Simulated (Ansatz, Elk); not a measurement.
**Bonding as seen by X-rays: AlZnSi**

Structure refinements treat a crystal as free atoms side by side. For a made-up structure of AlZnSi (cell and positions from a PBEsol relaxation) the runs below show what the calculated density changes in F(hkl).

Main program and level: Elk 11.2.3 (patched build); DFT, PBE, all-electron APW+lo, Dirac cores, scalar-relativistic bands, static density, no spin.

The structure was built from a prototype and need not be the compound's stable phase.

## (1) Set-up

Symmetry: P-6m2, No. 187, hexagonal system. The conventional cell has a = 4.405 Å, b = 4.405 Å, c = 2.845 Å, α = 90.00°, β = 90.00°, γ = 120.00°. Zn has 2 Zn at 2.84 Å and 6 Si at 2.91 Å and 6 Al at 2.91 Å nearest. Nearest to Si lie 3 Al at 2.54 Å and 2 Si at 2.84 Å and 6 Zn at 2.91 Å. Nearest to Al lie 3 Si at 2.54 Å and 2 Al at 2.84 Å and 6 Zn at 2.91 Å. Farther neighbours are not listed.

## (2) Ground state and structure factors

An all-electron density is needed, since X-rays see the cores too. Task 0 finds the density and task 195 Fourier-transforms it; tshift is off so that phases refer to the origin typed.

elk.in reads:

```
tasks
  0
  195

xctype
  20

spinpol
  .false.

rgkmax
  7.0

gmaxvr
  14.0

lmaxo
  7

lmaxapw
  8

swidth
  0.002

tshift
  .false.

ramdisk
  .false.

hmaxvr
  5.5

maxscl
  120

epspot
  1e-06

sppath
  './'

avec
  8.32358906087 -0.00000000000 0.00000000000
  -4.16179453043 7.20843957737 0.00000000000
  0.00000000000 0.00000000000 5.37535259130

atoms
  3
  'Zn.in'
  1
  -0.0000000000 0.0000000000 0.0000000000   0.000000 0.000000 0.000000
  'Si.in'
  1
  0.3333333333 0.6666666667 0.5000000000   0.000000 0.000000 0.000000
  'Al.in'
  1
  0.6666666667 0.3333333333 0.5000000000   0.000000 0.000000 0.000000

ngridk
  6 6 8
```

The run is started by

```sh
$ OMP_NUM_THREADS=4 elk
```

Numbers of over 12 decimals in the logs are rounded to 6 here.

Log:

```text
┌─────────────────────────┐
│ Elk code version 11.2.3 │
└─────────────────────────┘

All units are atomic (Hartree, Bohr, etc.)

┌─────────────────────────────────────────────────┐
│ Ground-state run starting from atomic densities │
└─────────────────────────────────────────────────┘

Lattice vectors :
   8.323589061      -0.000000000       0.000000000
  -4.161794530       7.208439577       0.000000000
   0.000000000       0.000000000       5.375352591

Reciprocal lattice vectors :
  0.7548649100      0.4358214590      -0.000000000
   0.000000000      0.8716429180      -0.000000000
  -0.000000000      -0.000000000       1.168888031

Unit cell volume      :    322.5216329
Brillouin zone volume :   0.7690963587

Muffin-tin inner radius fraction :   0.1000000000E-01

Nuclei treated as point charges

Species : 1 (Zn)
 parameters loaded from : Zn.in
 name : zinc
 nuclear charge    :   -30.00000000
 electronic charge :    30.00000000
 atomic mass :    119233.3130
 muffin-tin radius :    2.400000000
 number of radial points in muffin-tin :    993
 inner part over the whole radius :   0.9843840322E-02
 number on inner part of muffin-tin    :    701
 approximate nuclear radius :   0.7484757725E-04
 number of mesh points to nuclear radius :    337
 atomic positions (lattice), magnetic fields (Cartesian) :
  1 :   0.00000000  0.00000000  0.00000000    0.00000000  0.00000000  0.00000000

Species : 2 (Si)
 parameters loaded from : Si.in
 name : silicon
 nuclear charge    :   -14.00000000
 electronic charge :    14.00000000
 atomic mass :    51196.73458
 muffin-tin radius :    2.200000000
 number of radial points in muffin-tin :    793
 inner part over the whole radius :   0.9899632250E-02
 number on inner part of muffin-tin    :    553
 approximate nuclear radius :   0.5963282101E-04
 number of mesh points to nuclear radius :    246
 atomic positions (lattice), magnetic fields (Cartesian) :
  1 :   0.33333333  0.66666667  0.50000000    0.00000000  0.00000000  0.00000000

Species : 3 (Al)
 parameters loaded from : Al.in
 name : aluminium
 nuclear charge    :   -13.00000000
 electronic charge :    13.00000000
 atomic mass :    49184.33496
 muffin-tin radius :    2.200000000
 number of radial points in muffin-tin :    793
 inner part over the whole radius :   0.9821194981E-02
 number on inner part of muffin-tin    :    552
 approximate nuclear radius :   0.5839653600E-04
 number of mesh points to nuclear radius :    244
 atomic positions (lattice), magnetic fields (Cartesian) :
  1 :   0.66666667  0.33333333  0.50000000    0.00000000  0.00000000  0.00000000

Total number of atoms per unit cell :    3
Total muffin-tin volume :    147.1103120
 ratio of muffin-tin to unit cell volume :   0.4561254099

Spin treatment :
 spin-unpolarised

Number of Bravais lattice symmetries :   24
Number of crystal symmetries         :   12
Crystal has no inversion symmetry
Complex Hermitian eigensolver will be used

k-point grid :      6     6     8
k-point offset :    0.000000000       0.000000000       0.000000000
k-point set is reduced with full crystal symmetry group
Total number of k-points :       50

Muffin-tin radius times maximum |G+k| :    7.000000000
 using average radius
Maximum |G+k| for APW functions       :    3.088235294
Maximum (1/2)|G+k|²                   :    4.768598616
Maximum |G| for potential and density :    14.00000000
Constant for pseudocharge density :    8
 order of it for each species :   15  15  15
 order of it for pair densities of each species (exact exchange by exxq0 0: 16) :   11   9   9
Radial integration step length :    1

G-vector grid sizes :     40    40    24
Number of G-vectors :    14957

Maximum angular momentum used for
 APW functions            :    8
 outer part of muffin-tin :    7
 inner part of muffin-tin :    2

Total nuclear charge    :   -57.00000000
Total core charge       :    26.00000000
Total valence charge    :    31.00000000
Total excess charge     :    0.000000000
Total electronic charge :    57.00000000

[...]
total energy                :     -2329.5268842811

Density of states at Fermi energy :    26.23083782
 (states/Hartree/unit cell)

Estimated indirect band gap :   0.8062827415E-02
 from k-point 29 to k-point 33
Estimated direct band gap   :   0.1250463027E-01
 at k-point 29

Charges :
 core                        :    26.00000000
 valence                     :    31.00000000
 interstitial                :    4.815734322
 muffin-tins (core leakage)
  species : 1 (Zn)
   atom 1                    :    28.64435602     (  0.8528096173E-04)
  species : 2 (Si)
   atom 1                    :    12.25850396     (  0.1351987360E-02)
  species : 3 (Al)
   atom 1                    :    11.28140569     (  0.4845525720E-03)
 total in muffin-tins        :    52.18426568
 total calculated charge     :    56.99797971
 total charge                :    57.00000000
 error                       :   0.2020293116E-02

RMS change in Kohn-Sham potential (target) :   0.5417550550     (  0.1000000000E-05)
Absolute change in total energy (target)   :   0.1864890171     (  0.1000000000E-03)

[... loops 3 to 13 left out ...]

┌──────────────────┐
│ Loop number : 14 │
└──────────────────┘

Energies :
 Fermi                       :     0.265877
 sum of occupied eigenvalues :     -1314.6188852481
 electron kinetic            :      2363.2206425351
 core electron kinetic       :      2082.0005685826
 Coulomb                     :     -4580.9739287110
 Coulomb potential           :     -3533.6492785949
 nuclear-nuclear             :     -356.14847962425
 electron-nuclear            :     -4924.5411431859
 Hartree                     :      699.71569409908
 Madelung                    :     -2814.1492894136
 xc potential                :     -144.19024918832
 exchange                    :     -108.65350484314
 correlation                 :     -2.530058
 electron entropic           :    -0.35102520703079E-03
 total energy                :     -2328.9372001767

Density of states at Fermi energy :    25.27990345
 (states/Hartree/unit cell)

Estimated indirect band gap :   0.2059741922E-02
 from k-point 41 to k-point 31
Estimated direct band gap   :   0.1321384108E-01
 at k-point 29

Charges :
 core                        :    26.00000000
 valence                     :    31.00000000
 interstitial                :    4.707632503
 muffin-tins (core leakage)
  species : 1 (Zn)
[...]
species : 2 (Si)
[...]
species : 3 (Al)
[...]
total in muffin-tins        :    52.29236750
 total calculated charge     :    56.99803879
 total charge                :    57.00000000
 error                       :   0.1961208123E-02

RMS change in Kohn-Sham potential (target) :   0.2131417924E-06 (  0.1000000000E-05)
Absolute change in total energy (target)   :   0.4828642159E-04 (  0.1000000000E-03)

Convergence targets achieved

┌──────────────────┐
│ Loop number : 15 │
└──────────────────┘

Energies :
 Fermi                       :     0.265877
 sum of occupied eigenvalues :     -1314.6188766767
 electron kinetic            :      2363.2206468142
 core electron kinetic       :      2082.0005715819
 Coulomb                     :     -4580.9739258234
 Coulomb potential           :     -3533.6492781766
 nuclear-nuclear             :     -356.14847962425
 electron-nuclear            :     -4924.5411378528
 Hartree                     :      699.71569165370
 Madelung                    :     -2814.1492867351
 xc potential                :     -144.19024531432
 exchange                    :     -108.65350468215
 correlation                 :     -2.530058
 electron entropic           :    -0.35102488473968E-03
 total energy                :     -2328.9371928414

Density of states at Fermi energy :    25.27987918
 (states/Hartree/unit cell)

Estimated indirect band gap :   0.2059771569E-02
 from k-point 41 to k-point 31
Estimated direct band gap   :   0.1321385138E-01
 at k-point 29

Charges :
 core                        :    26.00000000
 valence                     :    31.00000000
 interstitial                :    4.707632357
 muffin-tins (core leakage)
  species : 1 (Zn)
   atom 1                    :    28.88908564     (  0.8065561700E-04)
  species : 2 (Si)
   atom 1                    :    12.15798104     (  0.1323994889E-02)
  species : 3 (Al)
   atom 1                    :    11.24530096     (  0.4716552108E-03)
 total in muffin-tins        :    52.29236764
 total calculated charge     :    56.99803879
 total charge                :    57.00000000
 error                       :   0.1961208315E-02

┌──────────────────────────────┐
│ Self-consistent loop stopped │
└──────────────────────────────┘

Warning : core states of species 2 leak from the muffin-tin :   0.1323994889E-02

Warning : core states of species 3 leak from the muffin-tin :   0.4716552108E-03

Wrote STATE.OUT
```

It took 24 s on 4 threads of Arm Neoverse N1, shared host; peak memory 0.16 GiB; 70 s of CPU time.

SFACRHO.OUT:

```text

h k l indices transformed by vhmat matrix:
   1.000000000       0.000000000       0.000000000    
   0.000000000       1.000000000       0.000000000    
   0.000000000       0.000000000       1.000000000    

      h      k      l  multipl.   |H|            Re(F)            Im(F)           |F|

      0      0      0      1   0.0000000       56.999999      0.74408327E-17   56.999999    
      0      1      0      3  0.87164292       15.780301     -0.70912300       15.796226    
      0     -1      0      3  0.87164292       15.780301      0.70912300       15.796226    
      0      0     -1      2   1.1688880       5.1849816      0.62103883E-14   5.1849816    
     -1      1     -1      6   1.4581017       32.484462     -0.45113009       32.487594    
     -1      0     -1      6   1.4581017       32.484462      0.45113009       32.487594    
     -1      2      0      6   1.5097298       40.898811      0.24334395E-09   40.898811    
      2      0      0      3   1.7432858       13.518239     -0.31531295       13.521916    
      0      2      0      3   1.7432858       13.518239      0.31531295       13.521916    
      1      1     -1     12   1.9093411       4.7255382      0.38676284E-14   4.7255382    
      0     -2     -1      6   2.0988913       27.839964      0.29634418       27.841542    
      0      2      1      6   2.0988913       27.839964     -0.29634418       27.841542    
      3     -1      0      6   2.3061504       11.487769      0.30294555       11.491763    
     -3      1      0      6   2.3061504       11.487769     -0.30294555       11.491763    
      0      0     -2      2   2.3377761       33.902524     -0.97485288E-14   33.902524    
      0     -1     -2      6   2.4949866       10.871377      0.35874967       10.877295    
      0      1      2      6   2.4949866       10.871377     -0.35874967       10.877295    
     -2     -1      1     12   2.5854649       24.811872      0.35223704       24.814372
```

Elk indexes on the primitive cell of elk.in and gives |H| = 4π sin θ/λ in inverse bohr. Below, one row stands for each form hkl of the conventional cell (m members, Friedel mates merged), F is for one primitive cell and the density is static (no thermal factor). Free-atom factors are Waasmaier and Kirfel's, and R is Σm||F|−|F'||/Σm|F|.

| hkl | m | sin θ/λ (Å⁻¹) | abs F, DFT | neutral atoms | diff. | abs of complex diff. |
| --- | --- | --- | --- | --- | --- | --- |
| 100 | 6 | 0.131 | 15.796 | 15.965 | -0.169 | 0.172 |
| 001 | 2 | 0.176 | 5.185 | 5.434 | -0.250 | 0.250 |
| 101 | 12 | 0.219 | 32.488 | 32.689 | -0.201 | 0.209 |
| 110 | 6 | 0.227 | 40.899 | 41.275 | -0.376 | 0.376 |
| 200 | 6 | 0.262 | 13.522 | 13.557 | -0.035 | 0.037 |
| 111 | 12 | 0.287 | 4.726 | 4.780 | -0.054 | 0.054 |
| 201 | 12 | 0.316 | 27.842 | 28.067 | -0.225 | 0.226 |
| 210 | 12 | 0.347 | 11.492 | 11.597 | -0.105 | 0.107 |
| 002 | 2 | 0.352 | 33.903 | 33.954 | -0.052 | 0.052 |
| 102 | 12 | 0.375 | 10.877 | 10.963 | -0.086 | 0.086 |
| 211 | 24 | 0.389 | 24.814 | 24.868 | -0.054 | 0.056 |
| 300 | 6 | 0.393 | 31.666 | 31.735 | -0.069 | 0.069 |
| 112 | 12 | 0.418 | 30.393 | 30.435 | -0.042 | 0.042 |
| 301 | 12 | 0.431 | 3.132 | 3.143 | -0.011 | 0.012 |
| 202 | 12 | 0.439 | 9.664 | 9.671 | -0.007 | 0.007 |
| 220 | 6 | 0.454 | 28.645 | 28.664 | -0.019 | 0.019 |
| 310 | 12 | 0.473 | 9.054 | 9.058 | -0.005 | 0.005 |
| 221 | 12 | 0.487 | 2.711 | 2.709 | +0.002 | 0.002 |

## (3) The highest occupied states alone

An energy window below the Fermi level keeps the highest occupied states, to see at which angles they scatter; shallow core shells can lie inside it and anion s states outside. No new self-consistency is needed.

Changes to elk.in since step 2:

```diff
@@ -1,3 +1,2 @@
 tasks
-  0
   195
@@ -40,2 +39,5 @@
 
+wsfac
+  -0.101620 0.565880
+
 sppath
```

The run is started by

```sh
$ OMP_NUM_THREADS=4 elk
```

Log:

```text
┌─────────────────────────────────┐
│ Elk code version 11.2.3 started │
└─────────────────────────────────┘

Info(readinput): the functional depends on the density's gradient
 muffin-tin radial points multiplied by    2.00000
 (not where nrmtscf is given)

┌────────────────────┐
│ Current task : 195 │
└────────────────────┘

Info(sfacrho): density structure factors written to SFACRHO.OUT

 Energy window :  -0.1016200000      0.5658800000

┌──────────────────┐
│ Elk code stopped │
└──────────────────┘
```

Elapsed: 7.1 s, on 4 threads; peak memory 0.16 GiB; 9.3 s of CPU time.

States within 10 eV below the Fermi level hold 18.40 electrons; any levels below the window count with the cores, and a count that is not whole means the window cuts a band. Their amplitudes can exceed the total, where window and core parts have opposite phase:

| hkl | sin θ/λ (Å⁻¹) | abs F, window | abs F, all |
| --- | --- | --- | --- |
| 100 | 0.131 | 8.071 | 15.796 |
| 001 | 0.176 | 6.889 | 5.185 |
| 101 | 0.219 | 7.205 | 32.488 |
| 110 | 0.227 | 6.955 | 40.899 |
| 200 | 0.262 | 6.262 | 13.522 |
| 111 | 0.287 | 5.829 | 4.726 |
| 201 | 0.316 | 4.988 | 27.842 |
| 210 | 0.347 | 4.662 | 11.492 |
| 002 | 0.352 | 4.475 | 33.903 |
| 102 | 0.375 | 4.190 | 10.877 |

## (4) Another try

In this try the input is made faulty on purpose, to show what that does.

The input is changed as shown.

Changes to elk.in since step 3:

```diff
@@ -1,2 +1,3 @@
 tasks
+  0
   195
@@ -34,3 +35,3 @@
 maxscl
-  120
+  40
 
@@ -39,7 +40,7 @@
 
-wsfac
-  -0.101620 0.565880
-
 sppath
   './'
+
+scale
+  0.52917721
```

The run is started by

```sh
$ OMP_NUM_THREADS=4 elk
```

Log:

```text
┌─────────────────────────┐
│ Elk code version 11.2.3 │
└─────────────────────────┘

All units are atomic (Hartree, Bohr, etc.)

┌─────────────────────────────────────────────────┐
│ Ground-state run starting from atomic densities │
└─────────────────────────────────────────────────┘

Lattice vectors :
   4.404653636      -0.000000000       0.000000000
  -2.202326818       3.814541944       0.000000000
   0.000000000       0.000000000       2.844514087

Reciprocal lattice vectors :
   1.426487943      0.8235831981      -0.000000000
[...]
┌──────────────────────────────┐
│ Self-consistent loop stopped │
└──────────────────────────────┘

Warning : the lowest level lies among the core levels :   -2.065594836      0.8761657134

Warning : core states of species 1 leak from the muffin-tin :   0.2904654871E-01

Warning : core states of species 2 leak from the muffin-tin :    1.027968955

Warning : core states of species 3 leak from the muffin-tin :   0.9554882222E-01

Warning : the occupied levels lie far from the species files' linearisation energy :   0.7264136174

Warning : deep shells out of the core aren't found, electrons there and wanted :   10.0000       12.0000

Wrote STATE.OUT
[key lines of the parts left out:]
total energy                :     -2346.1523574175
```

Elapsed: 23 s, on 4 threads; peak memory 0.16 GiB.

The run finished. A setting was moved off its sound value on purpose, so it serves as a test and not as the result.

The fault put into the input: lattice vectors in angstrom read as bohr.

Its structure factors differ from the first run's by R = 38.0 %.

(Part 1 of 2 ends here.)

[Logs are printed without paths, hosts, clocks, repeated set-up lines and the standing remarks that a program may print on its own settings, such as how far it seeks lower states.]

[Hosts, paths, dates, database ids (printed as entryN), source tags and the programs' standing remarks are cut or masked in the printed files.]
